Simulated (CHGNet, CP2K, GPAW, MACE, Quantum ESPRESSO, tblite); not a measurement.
# Running twisted graphene double bilayer, 21.79° (56 atoms) with CP2K, part 3 of 3

Aim: run twisted graphene double bilayer, 21.79° (56 atoms) in CP2K and see how near its forces come to a plane-wave reference, and at what cost.

Program: CP2K 2026.2; the method stands at each step. Banners, paths, timers and routine set-up lines are dropped from the logs unmarked, and long logs keep their key lines alone; longer cuts are marked.

So far. Step 6 (revPBE, PBE potentials, DZVP-MOLOPT-SR, 450/50 Ry …): Against the first run (1.6 %), the force difference from the reference is 1.3 %, at 0.95 times the CPU time; another functional landing nearer a PBE reference means that errors partly cancel.

### 8. PBE, DZVP-MOLOPT-SR, 450/20 Ry, diagonalisation

Method: Kohn-Sham DFT, PBE, GTH-PBE pseudopotentials, Gaussian and plane waves, DZVP-MOLOPT-SR-GTH, diagonalisation.

Input file input.inp:

```
&GLOBAL
  PROJECT cell
  RUN_TYPE ENERGY_FORCE
  PRINT_LEVEL LOW
&END GLOBAL
&FORCE_EVAL
  METHOD QS
  &DFT
    BASIS_SET_FILE_NAME BASIS_MOLOPT
    POTENTIAL_FILE_NAME GTH_POTENTIALS
    &MGRID
      CUTOFF 450
      REL_CUTOFF 20
    &END MGRID
    &QS
      EPS_DEFAULT 1.0E-12
    &END QS
    &SCF
      SCF_GUESS ATOMIC
      EPS_SCF 5.0E-06
      MAX_SCF 200
      ADDED_MOS 25
      &DIAGONALIZATION
        ALGORITHM STANDARD
      &END DIAGONALIZATION
      &SMEAR ON
        METHOD FERMI_DIRAC
        ELECTRONIC_TEMPERATURE [K] 580
      &END SMEAR
      &MIXING
        METHOD BROYDEN_MIXING
        ALPHA 0.2
        NBROYDEN 12
        BETA 0.05
      &END MIXING
      &PRINT
        &RESTART OFF
        &END RESTART
      &END PRINT
    &END SCF
    &XC
      &XC_FUNCTIONAL PBE
      &END XC_FUNCTIONAL
    &END XC
    &PRINT
      &MULLIKEN ON
      &END MULLIKEN
      &HIRSHFELD ON
        SHAPE_FUNCTION DENSITY
      &END HIRSHFELD
      &MO ON
        EIGENVALUES T
        OCCUPATION_NUMBERS T
        MO_INDEX_RANGE 101 124
        &EACH
          QS_SCF 0
        &END EACH
        ADD_LAST NUMERIC
      &END MO
    &END PRINT
  &END DFT
  &SUBSYS
    &CELL
      A 6.50850 0.00000 0.00000
      B -3.25425 5.63653 0.00000
      C 0.00000 0.00000 24.08000
    &END CELL
    &TOPOLOGY
      COORD_FILE_NAME structure.xyz
      COORD_FILE_FORMAT XYZ
    &END TOPOLOGY
    &KIND C
      BASIS_SET DZVP-MOLOPT-SR-GTH-q4
      POTENTIAL GTH-PBE-q4
    &END KIND
  &END SUBSYS
  &PRINT
    &FORCES ON
    &END FORCES
  &END PRINT
&END FORCE_EVAL
```

Input file structure.xyz:

```xyz
56

[... 56 atom lines left out: the same atoms as in the first run ...]
```

Started as:

```bash
> OMP_NUM_THREADS=2 cp2k.psmp -i input.inp > output.txt
```

Numbers of over 12 decimals in the logs are rounded to 6 here.

The program printed:

```text
CP2K| version string:                                       CP2K version 2026.2
 CP2K| Input file name                                                 input.inp
 GLOBAL| Basis set file name                                        BASIS_MOLOPT
 GLOBAL| Potential file name                                      GTH_POTENTIALS
 GLOBAL| Run type                                                   ENERGY_FORCE
 GLOBAL| Total number of message passing processes                             1
 GLOBAL| Number of threads for this process                                    2
[... lines left out ...]
                        Smear method:                                FERMI_DIRAC
[... lines left out ...]
 Number of electrons:                                                        224
[... lines left out ...]
  Step     Update method      Time    Convergence         Total energy    Change
[... lines left out ...]
  *** SCF run converged in    13 steps ***
[... lines left out ...]
  Fermi energy:                                                 0.094247
  Total energy:                                              -319.096914
  Total energy (extrapolated to T->0):                       -319.096914
[... lines left out ...]
 MO| E(Fermi):            0.094247 a.u.          2.564596 eV
[... lines left out ...]
                           Hirshfeld Charges
  #Atom  Element  Kind  Ref Charge     Population                    Net charge
      1       C      1       4.000          4.006                        -0.006
      2       C      1       4.000          4.004                        -0.004
      3       C      1       4.000          4.004                        -0.004
[...]
55       C      1       4.000          4.000                         0.000
     56       C      1       4.000          3.998                         0.002
  Total Charge                                                           -0.000
 !-----------------------------------------------------------------------------!
 ENERGY| Total FORCE_EVAL ( QS ) energy [hartree]           -319.096953
 FORCES| Atomic forces [hartree/bohr]
 FORCES|   Atom     x               y               z               |f|
 FORCES|      1  2.73336266E-02  3.03152830E-02  2.83931632E-03   4.09170533E-02
 FORCES|      2 -1.17126167E-02 -8.50925053E-02  3.07370139E-02   9.12287448E-02
 FORCES|      3  1.20332485E-01 -2.55341004E-02 -5.17710881E-04   1.23012866E-01
[...]
FORCES|     55  4.39083812E-02  3.84761165E-03  8.58859287E-03   4.49056119E-02
 FORCES|     56 -6.05846313E-02 -3.15197516E-02 -7.15351266E-03   6.86670593E-02
 FORCES| Sum     1.29836562E-03  1.85546166E-03 -9.59015664E-04
 FORCES| Total atomic force                                       2.45930931E-03
```

Wall time 66 s (2 threads of Arm Neoverse V1, shared host); peak memory 2.2 GiB.

Numbers from this run, and their distance from the reference:

* r.m.s. force component: 3.205 eV/Å
* r.m.s. difference of force components: 54.88 meV/Å
* longest difference of force vectors: 182.8 meV/Å
* force difference over r.m.s. force: 1.736 %
* slope of forces against the reference's: 1.014
* correlation of force components: 0.9999
* energy less the same-level run's: -2.893 meV/atom
* r.m.s. force difference from the same-level run: 16.85 meV/Å

This is a coarse setting, run to see what it loses.

Against the first run (1.6 %), the force difference from the reference is 1.7 %, at 0.64 times the CPU time.

### 9. PBE, DZVP-MOLOPT-SR, 630/50 Ry, diagonalisation

Method: Kohn-Sham DFT, PBE, GTH-PBE pseudopotentials, Gaussian and plane waves, DZVP-MOLOPT-SR-GTH, diagonalisation.

Edit input.inp of step 8 so:

```diff
@@ -11,4 +11,5 @@
     &MGRID
-      CUTOFF 450
-      REL_CUTOFF 20
+      CUTOFF 630
+      REL_CUTOFF 50
+      NGRIDS 5
     &END MGRID
```

structure.xyz is that of step 8.

The program printed:

```text
CP2K| version string:                                       CP2K version 2026.2
 CP2K| Input file name                                                 input.inp
 GLOBAL| Basis set file name                                        BASIS_MOLOPT
 GLOBAL| Potential file name                                      GTH_POTENTIALS
[... lines left out ...]
                        Smear method:                                FERMI_DIRAC
[... lines left out ...]
 Number of electrons:                                                        224
[... lines left out ...]
  Step     Update method      Time    Convergence         Total energy    Change
[... lines left out ...]
  *** SCF run converged in    13 steps ***
[... lines left out ...]
  Fermi energy:                                                 0.094351
  Total energy:                                              -319.090958
  Total energy (extrapolated to T->0):                       -319.090958
[... lines left out ...]
 MO| E(Fermi):            0.094351 a.u.          2.567411 eV
[... lines left out ...]
     56       C      1       4.000          3.998                         0.002
  Total Charge                                                           -0.000
 !-----------------------------------------------------------------------------!
 ENERGY| Total FORCE_EVAL ( QS ) energy [hartree]           -319.090997
 FORCES| Atomic forces [hartree/bohr]
 FORCES|   Atom     x               y               z               |f|
 FORCES|      1  2.73060889E-02  3.01224943E-02  2.30254415E-03   4.07220931E-02
 FORCES|      2 -1.18505275E-02 -8.48838716E-02  3.04865509E-02   9.09677770E-02
 FORCES|      3  1.20203562E-01 -2.59153468E-02 -6.89084945E-04   1.22967379E-01
[...]
FORCES|     55  4.38103082E-02  3.31322701E-03  9.05568398E-03   4.48589566E-02
 FORCES|     56 -6.06445517E-02 -3.15227833E-02 -6.62731083E-03   6.86685428E-02
 FORCES| Sum     9.89896838E-05 -4.20826887E-05 -3.96180767E-05
 FORCES| Total atomic force                                       1.14627668E-04
```

Wall time 2.2 min (2 threads); peak memory 3 GiB; 4.2 min of CPU time.

Against the reference:

```
r.m.s. force component                          : 3.204 eV/Å
r.m.s. difference of force components           : 50.56 meV/Å
longest difference of force vectors             : 154.9 meV/Å
force difference over r.m.s. force              : 1.599 %
slope of forces against the reference's         : 1.013
correlation of force components                 : 1
energy less the same-level run's                : 0.001 meV/atom
r.m.s. force difference from the same-level run : 0.85 meV/Å
```

Against the first run (1.6 %), the force difference from the reference is 1.6 %, at 1.4 times the CPU time: the change moves forces by 0.85 meV/Å r.m.s., so most of the difference comes from elsewhere.

### 10. All runs compared

Differences are against the plane-wave reference, forces as r.m.s. over components; share is that over the reference's r.m.s. force, slope the least-squares factor from reference forces to these. Total energies of different programs have different zeros and aren't compared.

```csv
run,"Δ force, r.m.s. (meV/Å)",share (%),slope,cores,CPU time,memory (GiB)
reference,-,-,-,4,5.4 min,1.6
"CP2K PBE, DZVP-MOLOPT-SR, 450/50 Ry, diagonalisation",50.5,1.60,1.013,2,3.1 min,2.2
"CP2K PBE, TZVP-MOLOPT, 450/50 Ry, diagonalisation",18.7,0.593,1.002,4,31 min,3.1
"CP2K r2SCAN, SCAN potentials, DZVP-UZH(SCAN), 600/50 Ry, diagonalisation",84.7,2.68,1.024,4,9.3 min,3.6
"CP2K PBE+D4, DZVP-MOLOPT-SR, 450/50 Ry, diagonalisation",59.1,1.87,1.014,2,3 min,2.2
"CP2K revPBE, PBE potentials, DZVP-MOLOPT-SR, 450/50 Ry, diagonalisation",41.6,1.32,1.011,2,2.9 min,2.2
"CP2K PBE, DZVP-UZH, 450/50 Ry, diagonalisation",48.3,1.53,1.014,4,3.8 min,2.9
"CP2K PBE, DZVP-MOLOPT-SR, 450/20 Ry, diagonalisation (coarse)",54.9,1.74,1.014,2,2 min,2.2
"CP2K PBE, DZVP-MOLOPT-SR, 630/50 Ry, diagonalisation",50.6,1.60,1.013,2,4.2 min,3.0
```

Rows marked coarse were listed beforehand as settings not expected to be converged; some can still land near the reference.

CPU time is summed over cores on a shared host, where runs went side by side, so it is rough. Symmetry, cutoffs, thresholds, outputs and thread counts weren't matched or tuned between programs; memory under MPI is the largest rank's times the ranks.

Within one program, basis, potentials and functional, energies share a zero. Each run against its twin at the usual cutoff or grid and solver:

```csv
run,twin,Δ energy (meV/atom),"Δ force, r.m.s. (meV/Å)",CPU time over the twin's
"CP2K PBE, DZVP-MOLOPT-SR, 450/20 Ry, diagonalisation","DZVP-MOLOPT-SR, 450/50 Ry, diagonalisation",-2.89,16.9,0.64
"CP2K PBE, DZVP-MOLOPT-SR, 630/50 Ry, diagonalisation","DZVP-MOLOPT-SR, 450/50 Ry, diagonalisation",0.001,0.85,1.4
```

### 11. Results

| Property | Result |
| --- | --- |
| nearest in forces | CP2K PBE, TZVP-MOLOPT, 450/50 Ry, diagonalisation, 0.59 % |
| its CPU time | 31 min |

What this shows: The PBE runs in local orbitals, coarse settings apart, differ by 0.59 % (CP2K PBE, TZVP-MOLOPT, 450/50 Ry, diagonalisation) to 1.6 % (CP2K PBE, DZVP-MOLOPT-SR, 630/50 Ry, diagonalisation); basis, grid and potentials can all enter. Rows with another functional or a dispersion term differ by 1.3 % (CP2K revPBE, PBE potentials, DZVP-MOLOPT-SR, 450/50 Ry, diagonalisation) to 2.7 % (CP2K r2SCAN, SCAN potentials, DZVP-UZH(SCAN), 600/50 Ry, diagonalisation), which mixes the change of model with differences of basis and potentials, some of them made for another functional. Runs with settings chosen to be coarse differ by 1.7 % (CP2K PBE, DZVP-MOLOPT-SR, 450/20 Ry, diagonalisation), their programs' other errors included. One electronic-structure run takes under half the reference's CPU time: CP2K PBE, DZVP-MOLOPT-SR, 450/20 Ry, diagonalisation, at 1.7 % in 2 min against 5.4 min. The cell is under 6 Å thick along two periodic directions, so every atom has periodic images of itself close by, which move with it and show among its neighbours and in g(r). The reference's PBE has no dispersion term, which matters for the binding between molecules or layers. One k-point is far too coarse for the carbon or group-IV sheet, and it can put spurious forces of up to about 1 eV/Å on the sheet's atoms. The electronic-structure runs sample only Γ, in a cell whose shortest periodic width is 6 Å.

[Also dropped from logs without a mark: logging warnings of Python, and SIESTA's first energy breakdown and zero terms.]

[Logs are printed without paths, hosts, clocks, repeated set-up lines and the standing remarks that a program may print on its own settings, such as how far it seeks lower states.]

[Hosts, paths, dates, database ids (printed as entryN), source tags and the programs' standing remarks are cut or masked in the printed files.]
